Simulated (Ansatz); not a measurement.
**Amorphous carbon (123 atoms): a short ab initio trajectory**

Wanted: a short trajectory of amorphous carbon (123 atoms) with its pair distributions.

Program: Ansatz 0.2.0. Level of theory: Kohn-Sham DFT, RPBE, PAW (set soft_2), plane waves. Results are calculated unless marked as measured.

## 1. The structure

The cell holds 123 atoms: 123 C. Cell: a = 11.085 Å, b = 11.085 Å, c = 11.085 Å, α = 90.0°, β = 90.0°, γ = 90.0°. 123 atoms (123 C) placed at random at 1.8 g/cm³, melted at 6000 K for 10 ps at fixed volume with the LCBOP (Los and Fasolino, Phys. Rev. B 68, 024107 (2003)). Quenched from 5000 K to 300 K at 500 K/ps and fixed volume, held 5 ps, then minimised at fixed cell.

Limits known from the start: The quench rate of 500 K/ps is many orders above laboratory rates, so the cell is likely richer in defects and strain than a real sample. The starting topology of bonds comes from the classical model. The Brillouin zone is sampled at Γ only, in a cell whose shortest periodic width is 11 Å.

## 2. Dynamics started at 300 K

A Nosé–Hoover thermostat steers the temperature while disturbing the dynamics little. The time step is 1.0 fs.

File input.yaml:

```yaml
crystal:
  lattice:
    - [11.0851, 0.0, 0.0]
    - [0.0, 11.0851, 0.0]
    - [0.0, 0.0, 11.0851]
  atoms:
    - { symbol: C, position: [0.55182, 0.04648, 0.21995] }
    - { symbol: C, position: [0.65825, 0.63205, 0.05931] }
    - { symbol: C, position: [0.29273, 0.35904, 0.39607] }
    - { symbol: C, position: [0.20737, 0.05499, 0.98882] }
    [... 113 atom lines left out ...]
    - { symbol: C, position: [0.97965, 0.79673, 0.2143] }
    - { symbol: C, position: [0.38976, 0.58627, 0.70747] }
    - { symbol: C, position: [0.79546, 0.01876, 0.47144] }
    - { symbol: C, position: [0.09823, 0.91369, 0.67798] }
    - { symbol: C, position: [0.26173, 0.69453, 0.30195] }
    - { symbol: C, position: [0.86645, 0.61488, 0.21573] }
kpoints:
  mp_grid: { grid: [1, 1, 1] }
hamiltonian:
  xc: rpbe
scf:
  occupations: { method: fermi_dirac, width: 0.05 }
output:
  forces: true
md:
  timestep: 1.0
  n_steps: 131
  ensemble: nvt_nose_hoover
  temperature: 300
  initial_velocities: maxwell_boltzmann
  seed: 9065
```

On the command line:

```bash
ansatz run input.yaml --threads 4 --pin off --max-ram 8192MiB --backend cpu --events-out ev --progress --plain --runs-dir out
```

Run time: 33 min. Hardware: 4 threads of Arm Neoverse V2, shared host; peak memory 1.7 GiB.

The program notes that it switched symmetry off.

The trajectory, sampled:

| time (fs) | T (K) | potential (meV/atom) | conserved (meV/atom) |
| --- | --- | --- | --- |
| 0.0 | 300 | 0.0 | 0.00 |
| 9.0 | 474 | -22.8 | -0.28 |
| 17.0 | 493 | -25.6 | -0.30 |
| 26.0 | 496 | -27.1 | -0.18 |
| 35.0 | 498 | -29.2 | -0.20 |
| 44.0 | 530 | -35.8 | -0.24 |
| 52.0 | 489 | -32.9 | -0.21 |
| 61.0 | 544 | -42.5 | -0.25 |
| 70.0 | 617 | -54.6 | -0.29 |
| 79.0 | 568 | -51.1 | -0.24 |
| 87.0 | 567 | -53.6 | -0.28 |
| 96.0 | 498 | -47.5 | -0.27 |
| 105.0 | 528 | -54.1 | -0.30 |
| 114.0 | 559 | -61.0 | -0.31 |
| 122.0 | 582 | -67.1 | -0.34 |
| 131.0 | 605 | -73.8 | -0.37 |

Mean square displacement from the first frame to the last: C 0.11 Å².

The mean square displacement by time lag:

| time lag (fs) | mean square displacement (Å²) |
| --- | --- |
| 1.0 | 1.1e-4 |
| 3.0 | 9.7e-4 |
| 6.0 | 0.00365 |
| 9.0 | 0.00749 |
| 14.0 | 0.0146 |
| 17.0 | 0.0187 |
| 19.0 | 0.0213 |
| 22.0 | 0.0250 |
| 25.0 | 0.0286 |
| 28.0 | 0.0324 |
| 30.0 | 0.0350 |
| 36.0 | 0.0428 |
| 38.0 | 0.0452 |
| 41.0 | 0.0485 |
| 44.0 | 0.0516 |
| 47.0 | 0.0544 |
| 49.0 | 0.0563 |
| 52.0 | 0.0592 |
| 57.0 | 0.0641 |
| 60.0 | 0.0671 |
| 63.0 | 0.0700 |
| 66.0 | 0.0727 |

Over the second half of 131 fs the temperature averages 564 K with swings of 34 K r.m.s. The conserved energy stays within 0.37 meV/atom. The atoms reach a mean square displacement of 0.11 Å² at the end; the farthest move is 1.10 Å. The mean temperature of 564 K lies well off the 300 K of the input, so the thermostat hasn't yet brought the run to equilibrium. The count of bonds goes from 179 in the first frame to 183 in the last, by one set of cutoffs: 2 pairs passed out of them and 6 came within. The run spans 0.13 ps, too short for its means to be equilibrium values.

## 3. Structure statistics late in the run

The g(r) is a mean over the second half; what follows it is taken at the last frame.

Density 1.80 g/cm³, 11.07 Å³ an atom.

Mean of 15 frames. Pair distribution function in bins of 0.2 Å:

| r (Å) | total |
| --- | --- |
| 1.20 | 0.12 |
| 1.40 | 3.88 |
| 1.60 | 1.92 |
| 1.80 | 0.08 |
| 2.00 | 0.03 |
| 2.20 | 0.23 |
| 2.40 | 1.34 |
| 2.60 | 1.96 |
| 2.80 | 0.95 |
| 3.00 | 0.68 |
| 3.20 | 0.73 |
| 3.40 | 0.90 |
| 3.60 | 1.03 |
| 3.80 | 1.23 |
| 4.00 | 1.05 |
| 4.20 | 0.92 |
| 4.40 | 0.88 |
| 4.60 | 1.00 |
| 4.80 | 1.05 |
| 5.00 | 1.10 |
| 5.20 | 1.02 |
| 5.40 | 0.92 |

Bonds by pair of elements; cutoffs follow the first minimum of g(r), held within bounds set by covalent radii, and pairs that aren't listed don't count as bonded:

| pair A-B | cutoff (Å) | bonds | mean length (Å) | spread (Å) | shortest (Å) | B about A | A about B |
| --- | --- | --- | --- | --- | --- | --- | --- |
| C-C | 1.98 | 183 | 1.48 | 0.084 | 1.24 | 2.98 | 2.98 |

How many atoms have how many bonded neighbours:

| element | mean | 2 | 3 | 4 |
| --- | --- | --- | --- | --- |
| C | 2.98 | 9 | 108 | 6 |

Bond angles (no mean is given where the spread exceeds 20°):

| angle | count | mean (°) | spread (°) |
| --- | --- | --- | --- |
| C-C-C | 369 | 119 | 14.4 |

Bond length by coordination (bonds to H left out):

| element | coordination | atoms | mean bond length (Å) |
| --- | --- | --- | --- |
| C | 2 | 9 | 1.36 |
| C | 3 | 108 | 1.48 |
| C | 4 | 6 | 1.55 |

Rings of the network by King's shortest-path rule, up to 12 atoms, one path for each pair of neighbours; H, halogens, alkali and alkaline-earth atoms are left out, and the last column divides by all other atoms, bonded or not:

| ring size (atoms) | rings | per network atom |
| --- | --- | --- |
| 3 | 2 | 0.016 |
| 4 | 2 | 0.016 |
| 5 | 6 | 0.049 |
| 6 | 14 | 0.114 |
| 7 | 11 | 0.089 |
| 8 | 9 | 0.073 |
| 9 | 11 | 0.089 |
| 10 | 16 | 0.13 |
| 11 | 14 | 0.114 |
| 12 | 4 | 0.033 |

With the cutoffs above, 88 % of C atoms have 3 bonded neighbours. The C-C-C angle averages 119° with a spread of 14°. Read as hybridisation, 5 % of the carbon is sp3 and 88 % sp2. Bonds at C atoms with 2 neighbours average 1.36 Å, against 1.55 Å at those with 4. Rings of 10 atoms are the most common (18 % of those counted); sizes run from 3 to 12, where the search stops.

## 4. Single point at the last frame

The last frame is solved again with fuller output, to read the electronic structure of a thermally displaced geometry.

File input.yaml:

```yaml
crystal:
  lattice:
    - [11.0851, 0.0, 0.0]
    - [0.0, 11.0851, 0.0]
    - [0.0, 0.0, 11.0851]
  atoms:
    - { symbol: C, position: [0.55632, 0.06733, 0.2217] }
    - { symbol: C, position: [0.65716, 0.62911, 0.04633] }
    - { symbol: C, position: [0.28295, 0.35413, 0.38197] }
    - { symbol: C, position: [0.20689, 0.06086, 0.98732] }
    [... 113 atom lines left out ...]
    - { symbol: C, position: [0.98774, 0.78038, 0.23577] }
    - { symbol: C, position: [0.40082, 0.54288, 0.72633] }
    - { symbol: C, position: [0.80382, 0.04044, 0.46943] }
    - { symbol: C, position: [0.09919, 0.93124, 0.68486] }
    - { symbol: C, position: [0.26067, 0.69067, 0.25002] }
    - { symbol: C, position: [0.86475, 0.61526, 0.2095] }
kpoints:
  mp_grid: { grid: [1, 1, 1] }
hamiltonian:
  xc: rpbe
scf:
  occupations: { method: fermi_dirac, width: 0.05 }
output:
  forces: true
  stress: true
  populations: true
  dos:
    method: { smearing: { sigma: 0.08 } }
    de: 0.1
    projected: { site_lists: { C: [C] } }
  eigenvalues: true
  write_density: true
  write_potential: true
  volumetric_format: npy
```

Wall time 42 s (4 threads); peak memory 1.6 GiB.

The program notes that the exchange-correlation potential is rough where the density is thin.

The run gave:

```yaml
free_energy: -30922.4009 eV
free_energy_per_atom: -251.4016 eV/atom
scf_cycles: 11
pressure: -8.253 GPa
r_m_s_force_component: 1.185 eV/Å
longest_force: 4.82 eV/Å
fermi_energy: 4.664 eV
levels_partly_filled_by_over_2_per_cent: 4
spilling_of_the_projection: 0.009525
```

Neighbours are counted within 1.98 Å (C-C), the cutoffs taken from the dynamics.

Length of the force by element and coordination:

| element | coordination | atoms | mean length of the force (eV/Å) | spread | least | most |
| --- | --- | --- | --- | --- | --- | --- |
| C | all | 123 | 1.82 | 0.941 | 0.228 | 4.82 |
| C | 2 | 9 | 1.88 | 1.23 | 0.602 | 4.82 |
| C | 3 | 108 | 1.79 | 0.892 | 0.228 | 4.64 |
| C | 4 | 6 | 2.34 | 1.12 | 1.10 | 4.00 |

The mean of these charges, 0.038 e, is only the charge that the projection spills.

Löwdin charges by element and coordination (they lack the spilled electrons, 0.038 e an atom on average):

| element | coordination | atoms | mean charge (e) | spread | least | most |
| --- | --- | --- | --- | --- | --- | --- |
| C | all | 123 | 0.0381 | 0.0267 | -0.0166 | 0.117 |
| C | 2 | 9 | 0.0357 | 0.0252 | -0.0137 | 0.071 |
| C | 3 | 108 | 0.0366 | 0.0259 | -0.0166 | 0.117 |
| C | 4 | 6 | 0.0697 | 0.0228 | 0.0489 | 0.117 |

States in the cell by windows of 1 eV, zero at the Fermi level; the larger projections on atomic orbitals stand beside the total:

| from (eV) | to (eV) | total | C p | C s |
| --- | --- | --- | --- | --- |
| -14 | -13 | 20.0 | 10.0 | 9.7 |
| -13 | -12 | 20.1 | 11.7 | 8.3 |
| -12 | -11 | 20.1 | 12.9 | 7.0 |
| -11 | -10 | 17.6 | 12.5 | 4.9 |
| -10 | -9 | 28.4 | 22.5 | 5.6 |
| -9 | -8 | 26.0 | 22.4 | 3.3 |
| -8 | -7 | 39.1 | 35.4 | 3.2 |
| -7 | -6 | 41.0 | 38.4 | 2.2 |
| -6 | -5 | 34.7 | 32.8 | 1.7 |
| -5 | -4 | 35.9 | 34.1 | 1.5 |
| -4 | -3 | 31.0 | 29.6 | 1.2 |
| -3 | -2 | 31.0 | 29.7 | 1.1 |
| -2 | -1 | 24.3 | 23.3 | 0.9 |
| -1 | 0 | 22.8 | 21.7 | 0.9 |
| 0 | 1 | 19.8 | 18.5 | 1.0 |
| 1 | 2 | 21.6 | 19.9 | 1.2 |
| 2 | 3 | 23.2 | 20.8 | 1.7 |
| 3 | 4 | 27.6 | 23.9 | 2.3 |
| 4 | 5 | 22.0 | 17.1 | 1.9 |

The curve was stored every 0.10 eV, coarse against its broadening of 0.08 eV, so these counts are rough.

Between -21 and -14 eV lie 101 more states.

The levels nearest the highest filled one (over half full), pooled over k-points and spins:

| level less the highest filled one (eV) | occupation |
| --- | --- |
| -0.505 | 2 |
| -0.322 | 2.00 |
| -0.203 | 1.99 |
| -0.139 | 1.95 |
| -0.112 | 1.92 |
| 0 | 1.42 |
| 0.0774 | 0.682 |
| 0.240 | 0.039 |
| 0.314 | 0.009 |
| 0.445 | 0.001 |
| 0.528 | 0 |
| 0.599 | 0 |

Löwdin charges run from -0.02 to +0.12 e, about a mean that is the spilled charge alone. Within 0.4 eV of the Fermi level the largest share is C p (95 % of the projected weight).

## 5. Summary of results

* mean temperature, second half: 563.5 K
* temperature swing, second half: 33.87 K
* slope of the conserved energy against time, by least squares: -1.308 meV/atom/ps
* free energy per atom: -251.4016 eV/atom
* pressure: -8.253 GPa
* r.m.s. force component: 1.185 eV/Å
* wall time of the 2 DFT runs: 34 min

Over the second half of 131 fs the temperature averages 564 K with swings of 34 K r.m.s. The conserved energy stays within 0.37 meV/atom. The mean temperature of 564 K lies well off the 300 K of the input, so the thermostat hasn't yet brought the run to equilibrium. The count of bonds goes from 179 in the first frame to 183 in the last, by one set of cutoffs: 2 pairs passed out of them and 6 came within. The run spans 0.13 ps, too short for its means to be equilibrium values. With the cutoffs above, 88 % of C atoms have 3 bonded neighbours. Read as hybridisation, 5 % of the carbon is sp3 and 88 % sp2.

Counting bands leaves a spacing of only 0.077 eV (at Γ alone), which the smearing bridges: 4 levels are partly filled by over 2 %, so a gap, if any, is small at this level.

Caveats: The starting topology of bonds comes from the classical model; in DFT 2 of its 179 bonded pairs passed out of the cutoffs and 6 came within them. The stress is far from hydrostatic: its diagonal is -10.8, -8.1, -5.9 GPa, compression counted positive. The pressure of -8.3 GPa is that of one thermal frame at a volume set beforehand, without the kinetic term.

[Logs are printed without paths, hosts, clocks, repeated set-up lines and the standing remarks that a program may print on its own settings, such as how far it seeks lower states.]

[Hosts, paths, dates, database ids (printed as entryN), source tags and the programs' standing remarks are cut or masked in the printed files.]
